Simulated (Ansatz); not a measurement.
# How MgO (Periclase) absorbs and reflects light, part 2 of 2

What colour and refractive index does MgO (Periclase) have at this level of theory? The cell comes from an older database entry, whose edges can differ from later determinations, mostly by under a per cent.

Ansatz 0.2.0; DFT, PBE, plane-wave PAW, default files, scalar-relativistic, independent-particle optical response without local fields.

So far. Step 2 (Ground state and bands): There is a gap, 4.71 eV on the path, so no carriers' term is needed. The cell is left with a pressure of 4.1 GPa, as it stands unrelaxed at this level.

The database entry behind the starting cell differs from other determinations of this structure, so it need not match the best structure at room temperature.

## 3. Spectrum (continued)

From ε follow the optical constants at some laser lines:

| wavelength (nm) | n | k | R (%) | 1/α |
| --- | --- | --- | --- | --- |
| 1550 | 1.81 | 0.000 | 8.3 | over 1 mm |
| 1064 | 1.81 | 0.000 | 8.4 | over 1 mm |
| 450 | 1.86 | 0.000 | 9.0 | over 1 mm |
| 365 | 1.89 | 0.000 | 9.5 | over 1 mm |
| 308 | 1.94 | 0.000 | 10.2 | over 1 mm |
| 248 | 2.09 | 0.121 | 12.6 | 164 nm |
| 193 | 2.08 | 0.259 | 12.8 | 59 nm |

Rows near the edge hang on the gap, which this functional as a rule makes too small, and phonon-assisted absorption over an indirect gap is left out.

A film 1 µm thick would pass 84 % of daylight and look colourless in transmission (x = 0.313, y = 0.330).

The f-sum over the summed bands holds 7.4 of the cell's 16 electrons outside the frozen cores, 10 of which lie in bands more than 12 eV below the Fermi level, whose transitions come at higher energies. Up to 20 eV the strength has a mean oscillator energy of 12.0 eV, close to the main peak.

## 4. Static response with local fields

A static field by perturbation theory: the induced potential is included, and the Born charges come with it.

This step: DFT, PBE, plane-wave PAW, default files, scalar-relativistic, static field response by perturbation theory with local fields (Ansatz 0.2.0).

File input.yaml:

```yaml
crystal:
  lattice:
    - [0.0, 2.1085, 2.1085]
    - [2.1085, 0.0, 2.1085]
    - [2.1085, 2.1085, 0.0]
  atoms:
    - { symbol: Mg, position: [0.0, 0.0, 0.0] }
    - { symbol: O, position: [0.5, 0.5, 0.5] }
kpoints:
  mp_grid: { grid: [9, 9, 9] }
scf:
  occupations: { method: fixed }
hamiltonian:
  xc: pbe
  pseudopotentials: { kind: paw }
dielectric: {}
```

Run with:

```sh
ansatz run input.yaml --threads 4 --pin off --max-ram 8192MiB --backend cpu --events-out ev --progress --plain --runs-dir out
```

Log:

```text
[...]
Crystal: 2 atoms, lattice volume = 18.748 Å³
Basis set: ecut = 420 eV, 339 PW (Γ), exchange–correlation on 40×40×40 points (8 copies of the dense FFT grid, shifted against one another)
Bands: 12, of which v1, the nominal top of the filled ones, is band 8 counted from 1 (7 counted from 0)
Symmetry: 48 space group operations
k-points: 75 of 729 (irreducible under 8 space group operations, time reversal used)
[...]
SCF iter   1: F=—  HF=-2494.132699 eV  |F-HF|=—  |Δ(HF+E_count)|=         —  Δρ=5.63e-4  dr2=6.82e-6  ethr=1.77e-3  ⟨swp⟩=4.6  Hψ=4694  notcnv=0  defer=121
[...]
SCF iter   7: F=-2494.132800 eV  HF=-2494.132800 eV  |F-HF|=4.55e-13  |Δ(HF+E_count)|=  2.45e-10  Δρ=1.66e-7  dr2=1.80e-12  ethr=1.00e-12  ⟨swp⟩=3.2  Hψ=3762  notcnv=0
SCF 1 converged in 7 iterations: F = -2494.132800 eV  dr2 = 1.80e-12
[...]
DFPT response loops at Γ: preconditioner auto → none (the input reference at scf.mixing.eps_inf says where Resta's filter doesn't serve); β = 0.50; Broyden in place of MSR1
── the response to a field inside a basis, on 10×10×10 k-points: an SCF that follows is theirs, and a resumed run solves both again ──
Bands: 9, of which v1, the nominal top of the filled ones, is band 8 counted from 1 (7 counted from 0)
k-points: 110 of 1000 (irreducible under 12 space group operations)
[...]
Eigensolver: Dense (110 Hₖ)
SCF iter   1: F=—  HF=-2494.135367 eV  |F-HF|=—  |Δ(HF+E_count)|=         —  Δρ=7.17e-4  dr2=1.41e-5  ethr=1.00e-1
[...]
SCF iter   4: F=-2494.135384 eV  HF=-2494.135384 eV  |F-HF|=9.06e-9  |Δ(HF+E_count)|=   8.67e-7  Δρ=1.05e-5  dr2=4.94e-9  ethr=5.26e-9
SCF 1 converged in 4 iterations: F = -2494.135384 eV  dr2 = 4.94e-9
[...]
SCF converged after 7 iterations
Free energy (F): -2494.132800 eV
[...]
Internal energy: -2494.132800 eV  (E = F + TS)
E sigma→0 (E₀):  -2494.132800 eV
Fermi energy:    8.091474 eV
[...]
--- Band table (eV; the first three rows and the last of 75) ---
  k-point 0: bands = [... 4 lower, -9.1429, 8.0915, 8.0915, 8.0915, 12.8004, 23.8927, 23.8927, 23.8927]
  k-point 1: bands = [... 4 lower, -9.0097, 7.3125, 8.0096, 8.0096, 13.5518, 22.4452, 24.1806, 24.1806]
  k-point 2: bands = [... 4 lower, -8.6527, 5.8217, 7.8107, 7.8107, 14.8771, 20.8872, 24.6845, 24.6845]
  k-point 74: bands = [... 4 lower, -7.5772, 4.8564, 5.4501, 6.4900, 19.4185, 19.6657, 20.3668, 23.9849]
--- Dielectric response (ions clamped): 3 representative field directions + reference, inside a basis on a mesh of 1000 k-points (Σ response iterations 15) ---
  ε∞ (high-frequency dielectric tensor):
        3.208804     0.000000    -0.000000
        0.000000     3.208804     0.000000
       -0.000000     0.000000     3.208804
  Born effective charges Z* (e; rows j = field, columns β = displacement):
    site 0:
         1.98695    0.00000    0.00000
         0.00000    1.98695   -0.00000
         0.00000   -0.00000    1.98695
    site 1:
        -1.98695   -0.00000   -0.00000
        -0.00000   -1.98695    0.00000
        -0.00000    0.00000   -1.98695
  Z* charge neutrality: 7.481e-4 e pre-enforcement
  solved inside a basis spanned on kpoints, on 10×10×10 k-points, its susceptibility summed on 14×14×14: ε∞ is read to err by 7.1e-3, Z* by 1.1e-2 e (field_mesh: kpoints solves on kpoints); Z* is corrected for what the basis lacks
```

Wall time 5.3 s (4 threads of Intel Xeon Platinum 8488C (Sapphire Rapids), shared host); peak memory 0.44 GiB; 17 s of CPU time.

This step gave:

| Property | Result |
| --- | --- |
| electronic dielectric constant ε∞, mean of the axes | 3.209 |

ε∞ with local fields:

```
3.21 0.00 0.00
0.00 3.21 0.00
0.00 0.00 3.21
```

Diagonal elements. Born, by row:

| atom | Z*xx (e) | Z*yy (e) | Z*zz (e) |
| --- | --- | --- | --- |
| Mg1 | 1.987 | 1.987 | 1.987 |
| O2 | -1.987 | -1.987 | -1.987 |

Mean Born charges are Mg +1.99 and O -1.99, against formal valences of +2 and -2. They lie near the ionic values.

## 5. Outcome

```json
{
 "gap on the path": "4.71 eV",
 "least direct gap on the path": "4.71 eV",
 "electronic dielectric constant ε∞, mean of the axes (independent particles)": "3.26",
 "absorption onset, first axis (α over 10⁴ cm⁻¹, or the direct gap if that lies higher)": "4.71 eV",
 "main peak of Im epsilon, first axis": "11.0 eV",
 "electronic dielectric constant ε∞, mean of the axes (static response with local fields)": "3.21"
}
```

What this shows: At this level (PBE, independent particles) MgO has ε∞ = 3.26 (3.21 with local fields) and n = 1.81 at 1550 nm; absorption sets in near 4.7 eV, and Im ε peaks at 11.0 eV. The gap on the path is direct, 4.71 eV. Lines 0.15 eV wide carry a tail of absorption under the direct gap, past the threshold already at 4.67 eV. Absorption is strong from the direct gap on, 4.71 eV, in the ultraviolet, so the visible is passed. Im ε has its chief maxima at 8.71 eV (3.7), 11.04 eV (5.9), 15.21 eV (4.0) and 17.97 eV (2.8). The f-sum over the summed bands holds 7.4 of the cell's 16 electrons outside the frozen cores, 10 of which lie in bands more than 12 eV below the Fermi level, whose transitions come at higher energies. Up to 20 eV the strength has a mean oscillator energy of 12.0 eV, close to the main peak. A film 1 µm thick would pass 84 % of daylight and look colourless in transmission (x = 0.313, y = 0.330). With local fields and the functional's kernel the static response is 3.21 against 3.26 for independent particles (-2 %). In the base spectrum excitons and phonon-assisted transitions are missing, and so are local fields; PBE gaps are as a rule too small, which pulls the onset down and ε∞ up. In the base run ε includes the program's bounded estimate of what the bands above those summed add.

[Long decimals in the printed logs are rounded to 6 places.]

[Logs are printed without paths, hosts, clocks, repeated set-up lines and the standing remarks that a program may print on its own settings, such as how far it seeks lower states.]

[Hosts, paths, dates, database ids (printed as entryN), source tags and the programs' standing remarks are cut or masked in the printed files.]

[Where the starting crystal was built by hand or by swapping elements, it need not be the compound's stable phase.]

[The count of steps not shown may lack steps that the program refused or didn't finish.]
